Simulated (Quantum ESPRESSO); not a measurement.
# Collinear magnetic orders of Cr2O3 (Eskolaite) with Quantum ESPRESSO, part 2 of 2

Does Cr2O3 (Eskolaite) prefer parallel or opposed moments?

Quantum ESPRESSO 7.5; PBEsol; plane waves with GBRV 1.5 PBEsol potentials, no spin-orbit coupling.

So far, absolute magnetization (μB): step 2 (run 1 (ferro ++++)) 12.2.

**3. Run 2, typed as antiferro +−−+**

pw.in reads:

```
&CONTROL
  calculation = 'scf'
  prefix = 'pwscf'
  outdir = './tmp'
  pseudo_dir = './pseudo'
  disk_io = 'nowf'
/
&SYSTEM
  ibrav = 0
  celldm(1) = 8
  nat = 10
  ntyp = 3
  ecutwfc = 40
  ecutrho = 280
  nbnd = 60
  occupations = 'smearing'
  smearing = 'fd'
  degauss = 0.00367493
  nspin = 2
  starting_magnetization(1) = 0.2143
  starting_magnetization(2) = -0.2143
  starting_magnetization(3) = 0
/
&ELECTRONS
  conv_thr = 2d-08
  electron_maxstep = 150
  mixing_beta = 0.3
/
ATOMIC_SPECIES
Cr1    51.9961 cr_pbesol_v1.5.uspp.F.UPF
Cr2    51.9961 cr_pbesol_v1.5.uspp.F.UPF
O      15.9990 o_pbesol_v1.2.uspp.F.UPF
CELL_PARAMETERS alat
   0.5854607749856    0.3380159360411    1.0702385168308
  -0.5854607749856    0.3380159360411    1.0702385168308
   0.0000000000000   -0.6760318720822    1.0702385168308
ATOMIC_POSITIONS crystal
Cr1     0.3474800000    0.3474800000    0.3474800000
Cr2     0.1525200000    0.1525200000    0.1525200000
Cr2     0.6525200000    0.6525200000    0.6525200000
Cr1     0.8474800000    0.8474800000    0.8474800000
O       0.5558000000    0.9442000000    0.2500000000
O       0.2500000000    0.5558000000    0.9442000000
O       0.9442000000    0.2500000000    0.5558000000
O       0.4442000000    0.0558000000    0.7500000000
O       0.7500000000    0.4442000000    0.0558000000
O       0.0558000000    0.7500000000    0.4442000000
K_POINTS automatic
6 6 6 0 0 0
```

Command:

```bash
> OMP_NUM_THREADS=1 mpirun -n 4 pw.x -nk 4 -in pw.in > pw.out
```

The log of the run:

```text
[banner, memory and clock lines left out]
Program PWSCF v.7.5 starts

     Message from routine setup:
     using ibrav=0 with symmetry is DISCOURAGED, use correct ibrav instead

     bravais-lattice index     =            0
     lattice parameter (alat)  =       8.0000  a.u.
     unit-cell volume          =     650.6340 (a.u.)^3
     number of atoms/cell      =           10
     number of atomic types    =            3
     number of electrons       =        92.00
     number of Kohn-Sham states=           60
     kinetic-energy cutoff     =      40.0000  Ry
     charge density cutoff     =     280.0000  Ry
     scf convergence threshold =      2.0E-08
     mixing beta               =       0.3000
     number of iterations used =            8  plain     mixing
     Exchange-correlation= SLA  PW   PSX  PSC
                           (   1   4  10   8   0   0   0)

     celldm(1)=   8.000000  celldm(2)=   0.000000  celldm(3)=   0.000000
     celldm(4)=   0.000000  celldm(5)=   0.000000  celldm(6)=   0.000000

     crystal axes: (cart. coord. in units of alat)
               a(1) = (   0.585461   0.338016   1.070239 )
               a(2) = (  -0.585461   0.338016   1.070239 )
               a(3) = (   0.000000  -0.676032   1.070239 )

     reciprocal axes: (cart. coord. in units 2 pi/alat)
               b(1) = (  0.854028  0.493073  0.311457 )
               b(2) = ( -0.854028  0.493073  0.311457 )
               b(3) = (  0.000000 -0.986147  0.311457 )

     PseudoPot. # 1 for Cr read from file:
     cr_pbesol_v1.5.uspp.F.UPF
     Pseudo is Ultrasoft + core correction, Zval = 14.0

     PseudoPot. # 2 for Cr read from file:
     cr_pbesol_v1.5.uspp.F.UPF
     Pseudo is Ultrasoft + core correction, Zval = 14.0

     PseudoPot. # 3 for O  read from file:
     o_pbesol_v1.2.uspp.F.UPF
     Pseudo is Ultrasoft + core correction, Zval =  6.0

     atomic species   valence    mass     pseudopotential
     Cr1              14.00    51.99610     Cr( 1.00)
     Cr2              14.00    51.99610     Cr( 1.00)
     O                 6.00    15.99900     O ( 1.00)

     Starting magnetic structure
     atomic species   magnetization
     Cr1             0.214
     Cr2            -0.214
     O               0.000

      6 Sym. Ops. (no inversion) found ( 3 have fractional translation)

   Cartesian axes

     site n.     atom                  positions (alat units)
         1        Cr1    tau(   1) = (  -0.0000000  -0.0000000   1.1156594  )
         2        Cr2    tau(   2) = (   0.0000000  -0.0000000   0.4896983  )
         3        Cr2    tau(   3) = (   0.0000000  -0.0000000   2.0950561  )
         4        Cr1    tau(   4) = (  -0.0000000   0.0000000   2.7210172  )
         5        O      tau(   5) = (  -0.2273930   0.3380159   1.8729174  )
         6        O      tau(   6) = (  -0.1790339  -0.3659361   1.8729174  )
         7        O      tau(   7) = (   0.4064269   0.0279201   1.8729174  )
         8        O      tau(   8) = (   0.2273930  -0.3380159   1.3377981  )
         9        O      tau(   9) = (   0.1790339   0.3659361   1.3377981  )
        10        O      tau(  10) = (  -0.4064269  -0.0279201   1.3377981  )

     number of k points=    32  Fermi-Dirac smearing, width (Ry)=  0.0037
                       cart. coord. in units 2pi/alat
        k(    1) = (   0.0000000   0.0000000   0.0000000), wk =   0.0046296
        k(    2) = (   0.0000000  -0.1643578   0.0519095), wk =   0.0277778
        k(    3) = (   0.0000000  -0.3287156   0.1038190), wk =   0.0277778
        k(    4) = (  -0.0000000   0.4930734  -0.1557285), wk =   0.0138889
        k(    5) = (  -0.1423380  -0.0821789   0.1038190), wk =   0.0277778
        [... 27 further k-points ...]

     Dense  grid:    51357 G-vectors     FFT dimensions: (  54,  54,  54)

     Smooth grid:    22277 G-vectors     FFT dimensions: (  48,  48,  48)

     Check: negative core charge=   -0.000008
     Generating pointlists ...
     new r_m :   0.1914 (alat units)  1.5312 (a.u.) for type    1
     new r_m :   0.1914 (alat units)  1.5312 (a.u.) for type    2
     new r_m :   0.1914 (alat units)  1.5312 (a.u.) for type    3

     Initial potential from superposition of free atoms

     starting charge      87.9999, renormalised to      92.0000

     negative rho (up, down):  2.248E-04 2.248E-04
     Starting wfcs are   64 randomized atomic wfcs

     Self-consistent Calculation

     iteration #  1     ecut=    40.00 Ry     beta= 0.30
     Davidson diagonalization with overlap
     ethr =  1.00E-02,  avg # of iterations =  2.8

     negative rho (up, down):  2.392E-03 2.392E-03

     total energy              =    -894.75777225 Ry
     estimated scf accuracy    <       3.81883470 Ry

     total magnetization       =    -0.00 Bohr mag/cell
     absolute magnetization    =     9.98 Bohr mag/cell

     iteration #  2     ecut=    40.00 Ry     beta= 0.30
     Davidson diagonalization with overlap
     ethr =  4.15E-03,  avg # of iterations =  2.1

     negative rho (up, down):  3.536E-03 3.536E-03

     total energy              =    -895.43757735 Ry
     estimated scf accuracy    <       0.35943173 Ry

     total magnetization       =    -0.00 Bohr mag/cell
     absolute magnetization    =    11.23 Bohr mag/cell

     [... further iterations left out ...]

     iteration # 11     ecut=    40.00 Ry     beta= 0.30
     Davidson diagonalization with overlap
     ethr =  7.49E-11,  avg # of iterations =  2.1

     negative rho (up, down):  7.256E-03 7.256E-03

     total energy              =    -895.52089484 Ry
     estimated scf accuracy    <       0.00000007 Ry

     total magnetization       =    -0.00 Bohr mag/cell
     absolute magnetization    =    11.44 Bohr mag/cell

     iteration # 12     ecut=    40.00 Ry     beta= 0.30
     Davidson diagonalization with overlap
     ethr =  7.20E-11,  avg # of iterations =  2.0

     negative rho (up, down):  7.256E-03 7.256E-03

     Magnetic moment per site  (integrated on atomic sphere of radius R)
     atom   1 (R=0.191)  charge= 10.8625  magn=  2.2324
     atom   2 (R=0.191)  charge= 10.8625  magn= -2.2324
     atom   3 (R=0.191)  charge= 10.8625  magn= -2.2324
     atom   4 (R=0.191)  charge= 10.8625  magn=  2.2324
     atom   5 (R=0.191)  charge=  5.4376  magn= -0.0000
     atom   6 (R=0.191)  charge=  5.4376  magn= -0.0000
     atom   7 (R=0.191)  charge=  5.4376  magn= -0.0000
     atom   8 (R=0.191)  charge=  5.4376  magn= -0.0000
     atom   9 (R=0.191)  charge=  5.4376  magn= -0.0000
     atom  10 (R=0.191)  charge=  5.4376  magn= -0.0000

     End of self-consistent calculation

     [... lines left out ...]
     the Fermi energy is    13.0875 ev

!    total energy              =    -895.52089534 Ry
     estimated scf accuracy    <          6.7E-09 Ry
     smearing contrib. (-TS)   =      -0.00000004 Ry
     internal energy E=F+TS    =    -895.52089531 Ry

     The total energy is F=E-TS. E is the sum of the following terms:
     one-electron contribution =    -366.10431133 Ry
     hartree contribution      =     231.89530056 Ry
     xc contribution           =    -132.55043731 Ry
     ewald contribution        =    -628.76144723 Ry

     total magnetization       =     0.00 Bohr mag/cell
     absolute magnetization    =    11.44 Bohr mag/cell

     convergence has been achieved in  12 iterations
```

The job ended after 75 s (4 MPI ranks of Intel Xeon 6975P-C (Granite Rapids), shared host; peak memory 0.76 GiB; 5 min of CPU time).

Spin moment in the atom's sphere by atom:

```
atom  spin moment in the atom's sphere (μB)
 Cr1                                   2.23
 Cr2                                  -2.23
 Cr3                                  -2.23
 Cr4                                   2.23
  O5                                   0.00
  O6                                   0.00
  O7                                   0.00
  O8                                   0.00
  O9                                   0.00
 O10                                   0.00
```

Numbers from this step:

```
smearing term TS       : 4.98e-7 eV
magnetization          : 0 μB
absolute magnetization : 11.44 μB
final state            : antiferromagnetic
```

Spin density in the ac plane of the conventional cell at fractional y = 0.000, with atoms of Cr and O within 0.2 Å of it.

Ten even steps from '0' (-3.0 e/Å³) to '9' (3.1 e/Å³), each cell a mean:
```
44444444444444
55444444454445
75554444544455
97554444444569
75444444444556
54444544444445
44454444444444
14444444444431
02444444444441
34444444445444
44444444444444
44444444444444
44444444444444
55444544444445
65444444444556
97554444444569
76544444444456
55444444454445
44444444445444
02444444444443
03444444444430
34455444444444
44444444444444
44444444444444
```
Columns run along a (5.0 Å), rows up along c (13.6 Å), edges of the conventional cell, whose origin can differ from the input's. Atoms in or near the plane, at fractional coordinates: Cr at (0.00, 0.85), Cr at (0.00, 0.65), Cr at (0.00, 0.15), Cr at (0.00, 0.35), O at (0.31, 0.75), O at (0.33, 0.42), O at (0.36, 0.08), O at (0.69, 0.25), O at (0.67, 0.58), O at (0.64, 0.92).

Valence density in the ac plane of the conventional cell at fractional y = 0.000, with atoms of Cr and O within 0.2 Å of it. It is the smooth field of the valence electrons, not physical close to the nuclei.

Ten even steps from '_' (0 e/Å³) to '@' (13 e/Å³), each cell a mean:
```
____________________________
________________--==::______
==..____________::--..____--
%%**____________________::@@
==..______________________--
______--==--________________
______::--::________________
**--____________________..**
##**____________________::%%
..______________--==::____..
________________::--..______
____________________________
____________________________
______..--==..______________
==..__..::--..____________--
##**____________________::@@
==::______________________--
________________..====..____
________________..----..____
##--____________________..**
%%++____________________::@@
..____..--==..____________..
______..::--..______________
____________________________
```
Columns run along a (5.0 Å), rows up along c (13.6 Å), edges of the conventional cell, whose origin can differ from the input's. Atoms in or near the plane, at fractional coordinates: Cr at (0.00, 0.85), Cr at (0.00, 0.65), Cr at (0.00, 0.15), Cr at (0.00, 0.35), O at (0.31, 0.75), O at (0.33, 0.42), O at (0.36, 0.08), O at (0.69, 0.25), O at (0.67, 0.58), O at (0.64, 0.92).

**4. Run 3 (antiferro ++−−)**

Changes to pw.in since step 3:

```diff
@@ -38,5 +38,5 @@
 Cr1     0.3474800000    0.3474800000    0.3474800000
-Cr2     0.1525200000    0.1525200000    0.1525200000
+Cr1     0.1525200000    0.1525200000    0.1525200000
 Cr2     0.6525200000    0.6525200000    0.6525200000
-Cr1     0.8474800000    0.8474800000    0.8474800000
+Cr2     0.8474800000    0.8474800000    0.8474800000
 O       0.5558000000    0.9442000000    0.2500000000
```

The log of the run:

```text
     [... lines left out ...]
Program PWSCF v.7.5 starts
     [... lines left out ...]
     number of atoms/cell      =           10
     [... lines left out ...]
     number of electrons       =        92.00
     number of Kohn-Sham states=           60
     kinetic-energy cutoff     =      40.0000  Ry
     charge density cutoff     =     280.0000  Ry
     scf convergence threshold =      2.0E-08
     [... lines left out ...]
      6 Sym. Ops. (no inversion) found ( 3 have fractional translation)
     [... lines left out ...]
     number of k points=    32  Fermi-Dirac smearing, width (Ry)=  0.0037
     [... lines left out ...]
     iteration # 12     ecut=    40.00 Ry     beta= 0.30
     [... lines left out ...]
     Magnetic moment per site  (integrated on atomic sphere of radius R)
     atom   1 (R=0.191)  charge= 10.8655  magn=  2.2374
     atom   2 (R=0.191)  charge= 10.8655  magn=  2.2374
     atom   3 (R=0.191)  charge= 10.8655  magn= -2.2374
     atom   4 (R=0.191)  charge= 10.8655  magn= -2.2374
     atom   5 (R=0.191)  charge=  5.4373  magn= -0.0094
     atom   6 (R=0.191)  charge=  5.4373  magn= -0.0094
     atom   7 (R=0.191)  charge=  5.4373  magn= -0.0094
     atom   8 (R=0.191)  charge=  5.4373  magn=  0.0094
     atom   9 (R=0.191)  charge=  5.4373  magn=  0.0094
     atom  10 (R=0.191)  charge=  5.4373  magn=  0.0094
     [... lines left out ...]
     the Fermi energy is    13.2012 ev
!    total energy              =    -895.50083661 Ry
     estimated scf accuracy    <          7.3E-09 Ry
     smearing contrib. (-TS)   =      -0.00000099 Ry
     [... lines left out ...]
     total magnetization       =    -0.00 Bohr mag/cell
     absolute magnetization    =    11.39 Bohr mag/cell
     convergence has been achieved in  12 iterations
```

It took 75 s on 4 MPI ranks; peak memory 0.79 GiB.

Spin moment in the atom's sphere by atom:

| atom | spin moment in the atom's sphere (μB) |
| --- | --- |
| Cr1 | 2.24 |
| Cr2 | 2.24 |
| Cr3 | -2.24 |
| Cr4 | -2.24 |
| O5 | -0.01 |
| O6 | -0.01 |
| O7 | -0.01 |
| O8 | 0.01 |
| O9 | 0.01 |
| O10 | 0.01 |

This step gave:

```yaml
smearing_term_ts: 1.35e-5 eV
magnetization: 0 μB
absolute_magnetization: 11.39 μB
final_state: antiferromagnetic
```

**5. Ranking**

An order is kept where moments of 0.15 μB or more survive with the typed signs; meshes match where a doubled cell samples the same k points as the first cell.

Orders:

| start | final state | typed order kept | energy over the lowest (meV a seeded atom) | largest site moment (μB) | net moment (μB a cell of the first run) | mesh matched | CPU time (s) |
| --- | --- | --- | --- | --- | --- | --- | --- |
| ferro ++++ | ferromagnetic | yes | 140.6 | 2.418 | 12 | yes | 277 |
| antiferro +--+ | antiferromagnetic | yes | 0 | 2.232 | 0 | yes | 297.6 |
| antiferro ++-- | antiferromagnetic | yes | 68.23 | 2.237 | 0 | yes | 297.2 |

**6. A Heisenberg model**

E = −Σ J e·e over ordered pairs of unit vectors, so each pair counts twice. As many shells are taken as there are differences of energy, so the couplings are solved for and no residual tests the model; further shells are folded in, and shells whose pairs keep their relative signs in all orders cancel and are not probed. Couplings from the energies:

| pair | distance (Å) | neighbours an atom | J (meV) |
| --- | --- | --- | --- |
| Cr-Cr | 2.65 | 1 | -34.11 |
| Cr-Cr | 2.888 | 3 | -12.06 |

**7. Results**

```
lowest state found                                                     : antiferromagnetic (from antiferro +--+)
largest site moment                                                    : 2.23 μB
next state with moments                                                : antiferromagnetic, 68.2 meV a seeded atom higher
J of the weightiest shell (Cr-Cr, 2.89 Å; E = −Σ J e·e, ordered pairs) : -12.1 meV
```

The largest moment changes by 7.7 % between the kept orders, a modest change. This is the lowest of 3 collinear or spinless starts, no proof of the ground state. No Hubbard term acts here. In such compounds local and semilocal functionals without one often delocalise the d electrons, and can shrink or lose moments and miss the size, sign and order of the couplings.

[Logs and program files are shortened in this print: banners, set-up blocks, solver, clock and traceback lines can be left out without a mark of their own.]

[Logs are printed without paths, hosts, clocks, repeated set-up lines and the standing remarks that a program may print on its own settings, such as how far it seeks lower states.]

[Hosts, paths, dates, database ids (printed as entryN), source tags and the programs' standing remarks are cut or masked in the printed files.]

[Where a cell is said to come from a database of computed structures, the database is the Materials Project.]
